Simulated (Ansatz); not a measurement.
# What CdInI3 (model cell, started as cubic perovskite with Cd in the octahedra) distorts into, part 2 of 3

Aim: this structure of CdInI3 (model cell, started as cubic perovskite with Cd in the octahedra) is to be tested for unstable modes, and one is followed downhill.

Ansatz 0.2.0; DFT PBEsol, scalar-relativistic, plane waves, PAW; PAW set soft_1.

So far, highest frequency on the path or at a solved wavevector (cm⁻¹): step 2 (response at finite wavevector) 151. Also lowest frequency on the path (cm⁻¹): step 2 -51.0.

The structure was built from a prototype and need not be the compound's stable phase.

## Step 4: The mode frozen in, largest atomic shift 0.6 Å

The atoms are moved along the unstable eigenvector, the largest shift by 0.6 Å, with the cell fixed.

The input, input.yaml:

```yaml
crystal:
  lattice:
    - [5.777575321, 5.777575321, 0.0]
    - [5.777575321, 0.0, 5.777575321]
    - [5.777575321, 0.0, -5.777575321]
  atoms:
    - { symbol: In, position: [-0.0734328927, 0.5734328927, 0.5] }
    - { symbol: In, position: [0.0734328927, -0.0734328927, 1.0] }
    - { symbol: Cd, position: [0.5, 0.25, 0.75] }
    - { symbol: Cd, position: [0.5, 0.75, 0.25] }
    - { symbol: I, position: [0.5, 0.5100835723, 0.5100835723] }
    - { symbol: I, position: [0.5, -0.0100835723, -0.0100835723] }
    - { symbol: I, position: [0.0, 0.5100835723, 0.0100835723] }
    - { symbol: I, position: [0.0, -0.0100835723, 0.4899164277] }
    - { symbol: I, position: [0.4798328554, 0.5201671446, 0.0] }
    - { symbol: I, position: [0.5201671446, -0.0201671446, 0.5] }
kpoints:
  mp_grid: { grid: [6, 6, 6] }
hamiltonian:
  xc: pbesol
  pseudopotentials: { kind: paw, azcp: { folder: soft_1 }, xc_functional: pbe }
scf:
  occupations: { method: methfessel_paxton, width: 0.2 }
output:
  forces: true
  stress: true
  eigenvalues: true
```

On the command line:

```bash
$ ansatz run input.yaml --threads 4 --pin off --max-ram 16384MiB --backend cpu --events-out ev --progress --plain --runs-dir out
```

Numbers of over 12 decimals in the logs are rounded to 6 here.

Log:

```text
[...]
Crystal: 10 atoms, lattice volume = 385.715 Å³
Basis set: ecut = 420 eV, 7631 PW (Γ), exchange–correlation on 120×120×120 points (8 copies of the dense FFT grid, shifted against one another)
Bands: 101, of which v1, the nominal top of the filled ones, is band 84 counted from 1 (83 counted from 0)
Symmetry: 8 space group operations
[...]
k-points: 46 of 216
[...]
k-point 0: bands = [... 80 lower, 5.2387, 5.2644, 5.2728, 5.3607, 5.3670, 9.2471, 9.3878, 9.3965, ... 9 higher]
  k-point 1: bands = [... 80 lower, 4.9816, 5.1805, 5.2905, 5.2976, 5.8494, 9.0886, 9.1245, 9.2074, ... 9 higher]
  k-point 2: bands = [... 80 lower, 4.9481, 5.0344, 5.1435, 5.1732, 6.7435, 8.3224, 8.4912, 8.7217, ... 9 higher]
  k-point 45: bands = [... 80 lower, 4.6762, 4.8370, 5.2769, 5.3441, 7.7891, 8.4102, 8.6197, 8.9817, ... 9 higher]
[key lines of the parts left out:]
SCF converged after 10 iterations
Free energy (F): -72017.244390 eV
Fermi energy:    5.397153 eV
P = ⅓ Tr σ = 0.4798 GPa (4.798 kbar)
```

Elapsed: 33 s, on 4 threads of Arm Neoverse V1, shared host; peak memory 1.8 GiB.

This step gave:

```yaml
pressure: 0.4798 GPa
energy_from_the_undistorted_cell: -28.80 meV/atom
```

The energy, extrapolated to zero smearing, is -28.80 meV/atom against the undistorted cell.

The run ends at a pressure of 0.48 GPa, with forces up to 0.24 eV/Å.

## Step 5: Energy along the mode, all amplitudes (two of the runs are shown above)

An imaginary frequency means negative curvature, so the energy should fall and then rise again as anharmonic terms take over.

This step gave:

* depth at the lowest point sampled: 28.80 meV/atom
* largest atomic shift at that point: 0.6 Å

The energy from the parent by largest atomic shift:

```tsv
largest atomic shift (Å)	energy from the parent (meV/atom)
0.000	0
0.040	-0.187
0.080	-0.743
0.140	-2.25
0.220	-5.43
0.320	-10.9
0.450	-19.6
0.600	-28.8
```

Displacement at unit largest shift by atom:

```tsv
atom	x (Å)	y (Å)	z (Å)	size
In1	0.000	-0.707	0.707	1.000
In2	0.000	0.707	-0.707	1.000
Cd3	0.000	0.000	0.000	0.000
Cd4	0.000	0.000	0.000	0.000
I5	0.194	0.000	0.000	0.194
I6	-0.194	0.000	0.000	0.194
I7	0.194	0.000	0.000	0.194
I8	-0.194	0.000	0.000	0.194
I9	0.000	-0.194	0.194	0.274
I10	0.000	0.194	-0.194	0.274
```

The lowest of the steps tried is the last one, at 0.6 Å, 28.8 meV/atom below the parent; the bottom of the well need not coincide with a step.

## Step 6: Relaxing from the distorted cell

Starting from the lowest point found, all atoms and the cell are let go, so that strain and other modes of the same symmetry can join in.

Edit input.yaml of step 4 so:

```diff
@@ -27 +27,6 @@
   eigenvalues: true
+relax:
+  adjacent_minimum: "off"
+  f_tol: 0.002
+  max_steps: 120
+  cell: { stress_tol: 0.03 }
```

Log:

```text
[...]
Crystal: 10 atoms, lattice volume = 385.715 Å³
Basis set: ecut = 420 eV, 7631 PW (Γ), exchange–correlation on 120×120×120 points (8 copies of the dense FFT grid, shifted against one another)
Bands: 101, of which v1, the nominal top of the filled ones, is band 84 counted from 1 (83 counted from 0)
Symmetry: 8 space group operations
[...]
k-points: 46 of 216
[...]
SCF iter   1: F=—  HF=-72021.608027 eV  |F-HF|=—  |Δ(HF+E_count)|=         —  Δρ=4.56e-2  dr2=1.19e1  ethr=3.10e-3  ⟨swp⟩=8.7  Hψ=20280  notcnv=0
[...]
SCF iter  10: F=-72017.244390 eV  HF=-72017.244390 eV  |F-HF|=3.49e-9  |Δ(HF+E_count)|=   1.29e-7  S|Δr|=    0.00e0  Δρ=1.44e-6  dr2=1.34e-8  ethr=5.95e-11  ⟨swp⟩=5.2  Hψ=15294  notcnv=0
SCF 1 converged in 10 iterations: F = -72017.244390 eV  dr2 = 1.34e-8
[...]
relax step   1: F+E_penalty+E_count = -72017.24439020 eV  Δ(F+E_penalty+E_count) = +0.000e0 eV  max|allowed force component| = 1.684e-1 eV/Å  Δτ_max = 0.0000 Å  P = +0.480 GPa  Ω = 385.715 Å³  (10 SCF iters, dr2 threshold 1.00e-7 eV, accepted)
Crystal: 10 atoms, lattice volume = 397.191 Å³
Basis set: ecut = 420 eV, 7767 PW (Γ), exchange–correlation on 120×120×120 points (8 copies of the dense FFT grid, shifted against one another)
[...]
SCF iter   7: F=-72017.356083 eV  HF=-72017.356083 eV  |F-HF|=4.96e-7  |Δ(HF+E_count)|=   1.91e-6  S|Δr|=    0.00e0  Δρ=1.05e-5  dr2=5.42e-7  ethr=5.95e-10  ⟨swp⟩=7.0  Hψ=16887  notcnv=0
SCF 2 converged in 7 iterations: F = -72017.356083 eV  dr2 = 5.42e-7
relax step   2: F+E_penalty+E_count = -72017.35608327 eV  Δ(F+E_penalty+E_count) = -1.117e-1 eV  max|allowed force component| = 1.481e-1 eV/Å  Δτ_max = 0.1945 Å  P = -0.147 GPa  Ω = 397.191 Å³  energy of the carried Pulay correction = -1.205e-3 eV  (7 SCF iters, dr2 threshold 1.00e-6 eV, accepted)
Crystal: 10 atoms, lattice volume = 399.077 Å³
Basis set: ecut = 420 eV, 7789 PW (Γ), exchange–correlation on 120×120×120 points (8 copies of the dense FFT grid, shifted against one another)
[...]
SCF iter   7: F=-72017.449681 eV  HF=-72017.449681 eV  |F-HF|=0.00e0  |Δ(HF+E_count)|=   7.41e-7  S|Δr|=    0.00e0  Δρ=4.35e-6  dr2=4.22e-8  ethr=5.95e-10  ⟨swp⟩=5.0  Hψ=16917  notcnv=0
SCF 3 converged in 7 iterations: F = -72017.449681 eV  dr2 = 4.22e-8
relax step   3: F+E_penalty+E_count = -72017.44968123 eV  Δ(F+E_penalty+E_count) = -9.360e-2 eV  max|allowed force component| = 1.219e-1 eV/Å  Δτ_max = 0.1925 Å  P = +0.109 GPa  Ω = 399.077 Å³  energy of the carried Pulay correction = -1.397e-3 eV  (7 SCF iters, dr2 threshold 1.00e-6 eV, accepted)
[... from here on, the SCF cycles and remarks between the steps are left out ...]
relax step   4: F+E_penalty+E_count = -72017.51520907 eV  Δ(F+E_penalty+E_count) = -6.553e-2 eV  max|allowed force component| = 6.860e-2 eV/Å  Δτ_max = 0.1923 Å  P = +0.066 GPa  Ω = 403.924 Å³  energy of the carried Pulay correction = -1.885e-3 eV  (7 SCF iters, dr2 threshold 9.28e-7 eV, accepted)
relax step   5: F+E_penalty+E_count = -72017.53576203 eV  Δ(F+E_penalty+E_count) = -2.055e-2 eV  max|allowed force component| = 5.132e-2 eV/Å  Δτ_max = 0.1168 Å  P = +0.127 GPa  Ω = 398.853 Å³  energy of the carried Pulay correction = -1.375e-3 eV  (7 SCF iters, dr2 threshold 2.94e-7 eV, accepted)
relax step   6: F+E_penalty+E_count = -72017.54269552 eV  Δ(F+E_penalty+E_count) = -6.933e-3 eV  max|allowed force component| = 1.591e-2 eV/Å  Δτ_max = 0.0424 Å  P = +0.031 GPa  Ω = 399.402 Å³  energy of the carried Pulay correction = -1.430e-3 eV  (6 SCF iters, dr2 threshold 2.22e-7 eV, accepted)
relax step   7: F+E_penalty+E_count = -72017.54321217 eV  Δ(F+E_penalty+E_count) = -5.166e-4 eV  max|allowed force component| = 3.551e-3 eV/Å  Δτ_max = 0.0199 Å  P = +0.003 GPa  Ω = 399.347 Å³  energy of the carried Pulay correction = -1.425e-3 eV  (7 SCF iters, dr2 threshold 1.58e-8 eV, accepted)
relax step   8: F+E_penalty+E_count = -72017.54329618 eV  Δ(F+E_penalty+E_count) = -8.402e-5 eV  max|allowed force component| = 2.434e-3 eV/Å  Δτ_max = 0.0106 Å  P = +0.001 GPa  Ω = 399.144 Å³  energy of the carried Pulay correction = -1.404e-3 eV  (8 SCF iters, dr2 threshold 7.88e-10 eV, accepted)
relax step   9: F+E_penalty+E_count = -72017.54330916 eV  Δ(F+E_penalty+E_count) = -1.297e-5 eV  max|allowed force component| = 2.225e-3 eV/Å  Δτ_max = 0.0056 Å  P = -0.008 GPa  Ω = 399.044 Å³  energy of the carried Pulay correction = -1.394e-3 eV  (8 SCF iters, dr2 threshold 3.70e-10 eV, accepted)
relax step  10: F+E_penalty+E_count = -72017.54332349 eV  Δ(F+E_penalty+E_count) = -1.434e-5 eV  max|allowed force component| = 1.491e-4 eV/Å  Δτ_max = 0.0019 Å  P = -0.000 GPa  Ω = 399.024 Å³  energy of the carried Pulay correction = -1.392e-3 eV  (7 SCF iters, dr2 threshold 3.09e-10 eV, accepted)
[...]
SCF iter   8: F=-72017.544645 eV  HF=-72017.544645 eV  |F-HF|=0.00e0  |Δ(HF+E_count)|=    0.00e0  S|Δr|=    0.00e0  Δρ=3.00e-8  dr2=4.05e-12  ethr=1.00e-12  ⟨swp⟩=8.3  Hψ=19391  notcnv=0
SCF 11 converged in 8 iterations: F = -72017.544645 eV  dr2 = 4.05e-12
relax step  11: F+E_penalty+E_count = -72017.54464545 eV  Δ(F+E_penalty+E_count) = -1.322e-3 eV  max|allowed force component| = 1.732e-4 eV/Å  Δτ_max = 0.0000 Å  P = -0.002 GPa  Ω = 399.024 Å³  stress off target by 3.27e-3 GPa  SCF on the basis re-selected at this cell (its energy is not comparable with the rows above)  (8 SCF iters)
basis re-selected at this cell: Δ(F+E_penalty+E_count) = -1.322e-3 eV, ΔP = -0.002 GPa vs the last step (what re-selecting the basis moved, of the pressure what is left beyond the Pulay correction that the steps carried, after the strain that the cell walked since its last selection, with what the two solves' SCF thresholds leave and, on support functions, any second-order correction that the steps lacked; it is no m [...]
SCF converged after 8 iterations
[...]
Free energy (F): -72017.544645 eV
[...]
Internal energy: -72017.565358 eV  (E = F + TS)
E sigma→0 (E₀):  -72017.549824 eV
Entropy (-TS):   0.020712 eV (2.071 meV/atom)
Fermi energy:    5.091020 eV
[...]
--- Forces (eV/Å), atoms counted from 1 ---
  atom   1  In     0.00000000    -0.00006888     0.00006888
  atom   2  In     0.00000000     0.00006888    -0.00006888
  atom   3  Cd     0.00000000    -0.00000000     0.00000000
  atom   4  Cd     0.00000000     0.00000000     0.00000000
  atom   5  I      0.00007939    -0.00000000     0.00000000
  atom   6  I     -0.00007939     0.00000000    -0.00000000
  atom   7  I      0.00007939     0.00000000    -0.00000000
  atom   8  I     -0.00007939     0.00000000     0.00000000
  atom   9  I     -0.00000000    -0.00017319     0.00017319
  atom  10  I      0.00000000     0.00017319    -0.00017319
  max |Σ_I F_I| component: 2.17e-19 eV/Å
--- Stress (GPa, compression-positive) ---
       -0.003275      -0.000000       0.000000
       -0.000000      -0.001880      -0.000115
        0.000000      -0.000115      -0.001880
  P = ⅓ Tr σ = -0.0023 GPa (-0.023 kbar)
--- Band table (eV; the first three rows and the last of 46) ---
  k-point 0: bands = [... 80 lower, 4.6406, 4.6730, 4.6815, 4.7300, 5.2702, 8.6272, 8.7538, 8.8026, ... 13 higher]
  k-point 1: bands = [... 80 lower, 4.5868, 4.6304, 4.7782, 4.8124, 5.4799, 8.6045, 8.7466, 8.8841, ... 13 higher]
  k-point 2: bands = [... 80 lower, 4.4537, 4.5441, 4.8378, 4.8639, 6.2338, 7.8479, 8.6438, 8.6928, ... 13 higher]
  k-point 45: bands = [... 80 lower, 4.5073, 4.5306, 4.6924, 4.8095, 7.4606, 8.3505, 8.3606, 8.7957, ... 13 higher]
--- Relaxed structure (10 steps of the walk, 10 accepted, 1 SCFs on fresh bases) ---
  F+E_penalty+E_count = -72017.54464545 eV   max|allowed force component| = 1.732e-4 eV/Å   (the final SCF, on the basis selected at the relaxed cell)
  cell:  # Å, volume = 399.0240 Å³
    - [5.866653, 5.831623, -0.00407801]
    - [5.866653, -0.00407801, 5.831623]
    - [5.866653, 0.00407801, -5.831623]
  atoms:
    - { symbol: In, position: [-0.129577, 0.629577, 0.5] }
    - { symbol: In, position: [0.129577, -0.129577, 1.0] }
    - { symbol: Cd, position: [0.5, 0.250000, 0.750000] }
    - { symbol: Cd, position: [0.500000, 0.750000, 0.25] }
    - { symbol: I, position: [0.500000, 0.532952, 0.532952] }
    - { symbol: I, position: [0.500000, -0.032952, -0.032952] }
    - { symbol: I, position: [5.963111948670274e-19, 0.532952, 0.032952] }
    - { symbol: I, position: [4.336808689942018e-19, -0.032952, 0.467048] }
    - { symbol: I, position: [0.537775, 0.462225, -2.7755575615628914e-17] }
    - { symbol: I, position: [0.462225, 0.037775, 0.5] }
```

Wall time 6.5 min (4 threads); peak memory 1.9 GiB.

Step by step:

```tsv
step	energy less that of the first step (eV)	largest force component (eV/Å)	pressure (GPa)	volume (Å³)
1	0.0000	0.1684	0.48	385.72
2	-0.1117	0.1481	-0.15	397.19
3	-0.2053	0.1219	0.11	399.08
4	-0.2708	0.0686	0.07	403.92
5	-0.2914	0.0513	0.13	398.85
6	-0.2983	0.0159	0.03	399.40
7	-0.2988	0.0036	0.00	399.35
8	-0.2989	0.0024	0.00	399.14
9	-0.2989	0.0022	-0.01	399.04
10	-0.2989	0.0001	0.00	399.02
11*	-0.3003	0.0002	0.00	399.02
```

Relaxation steps marked * repeat the geometry before them on a plane-wave basis chosen anew for their cell, so energy and pressure can jump there.

The run keeps the 8 symmetry operations that it works with, so distortions that break them were not tested.

```tsv
conventional cell, symmetrised	before	after	change
a (Å)	8.171	8.241	+0.9 %
b (Å)	11.555	11.733	+1.5 %
c (Å)	8.171	8.253	+1.0 %
volume (Å³/atom)	38.57	39.90	+3.5 %
```

The atoms that moved most (Å, as changes of fractional coordinates times the final cell):

```tsv
atom	dx	dy	dz	length
I10	0.000	-0.338	0.338	0.478
I9	0.000	0.338	-0.338	0.478
In2	0.000	0.328	-0.328	0.463
In1	0.000	-0.328	0.328	0.463
I8	-0.268	0.000	0.000	0.268
I7	0.268	0.000	0.000	0.268
I6	-0.268	0.000	0.000	0.268
I5	0.268	0.000	0.000	0.268
```

Numbers from this step:

| Quantity | Value |
| --- | --- |
| pressure | -0.002345 GPa |
| volume per atom | 39.90 Å³ |
| gap on the k-mesh | 0.2271 eV |

The distorted start has space group Imma; the relaxation ends in Imma.

## Step 7: The new phase in its own primitive cell

The relaxed structure is symmetrised, reduced to its primitive cell and relaxed tightly, as its phonons need.

input.yaml, the sections that differ from step 6:

```yaml
crystal:
  lattice:
    - [-4.1206962796, 5.8666533616, 4.1264634541]
    - [4.1206962796, -5.8666533616, 4.1264634541]
    - [4.1206962796, 5.8666533616, -4.1264634541]
  atoms:
    - { symbol: In, position: [0.3795769594, 0.1295769594, 0.25] }
    - { symbol: In, position: [0.6204230406, 0.8704230406, 0.75] }
    - { symbol: Cd, position: [0.5, 0.5, 0.0] }
    - { symbol: Cd, position: [0.0, 0.5, 0.5] }
    - { symbol: I, position: [0.7170484545, 0.0, 0.2170484545] }
    - { symbol: I, position: [0.2829515455, 0.0, 0.7829515455] }
    - { symbol: I, position: [0.7170484545, 0.5, 0.7170484545] }
    - { symbol: I, position: [0.2829515455, 0.5, 0.2829515455] }
    - { symbol: I, position: [0.2122252561, 0.4622252561, 0.75] }
    - { symbol: I, position: [0.7877747439, 0.5377747439, 0.25] }
relax:
  adjacent_minimum: "off"
  f_tol: 0.001
  max_steps: 60
  cell: { stress_tol: 0.01 }
# kpoints, hamiltonian, scf, output: as in step 6
```

Log:

```text
[...]
Crystal: 10 atoms, lattice volume = 399.024 Å³
Basis set: ecut = 420 eV, 7799 PW (Γ), exchange–correlation on 120×120×120 points (8 copies of the dense FFT grid, shifted against one another)
Bands: 101, of which v1, the nominal top of the filled ones, is band 84 counted from 1 (83 counted from 0)
Symmetry: 8 space group operations
[...]
k-points: 46 of 216
[...]
- { symbol: Cd, position: [0.0, 0.5, 0.5] }
    - { symbol: I, position: [0.7170484545, -2.7755575615628914e-17, 0.217048] }
    - { symbol: I, position: [0.2829515455, 2.7755575615628914e-17, 0.7829515455] }
    - { symbol: I, position: [0.717048, 0.5, 0.7170484545] }
    - { symbol: I, position: [0.282952, 0.5, 0.2829515455] }
    - { symbol: I, position: [0.212225, 0.4622252561, 0.75] }
    - { symbol: I, position: [0.7877747439, 0.5377747439, 0.250000] }
[key lines of the parts left out:]
SCF converged after 6 iterations
Free energy (F): -72017.544645 eV
Fermi energy:    5.091020 eV
P = ⅓ Tr σ = -0.0023 GPa (-0.023 kbar)
```

It took 76 s on 4 threads; peak memory 1.9 GiB; 5 min of CPU time.

Little changed from the start: no atom moved by 0.005 Å and no cell edge by 0.1 %.

Numbers from this step:

| Quantity | Value |
| --- | --- |
| direct gap on mesh | 0.5402 eV |

The largest force component left is 0.25 meV/Å and the pressure is -0.002 GPa, within the tolerances set. The cell now holds 39.90 Å³/atom.

(Part 2 of 3 ends here.)

[Logs are printed without paths, hosts, clocks, repeated set-up lines and the standing remarks that a program may print on its own settings, such as how far it seeks lower states.]

[Hosts, paths, dates, database ids (printed as entryN), source tags and the programs' standing remarks are cut or masked in the printed files.]
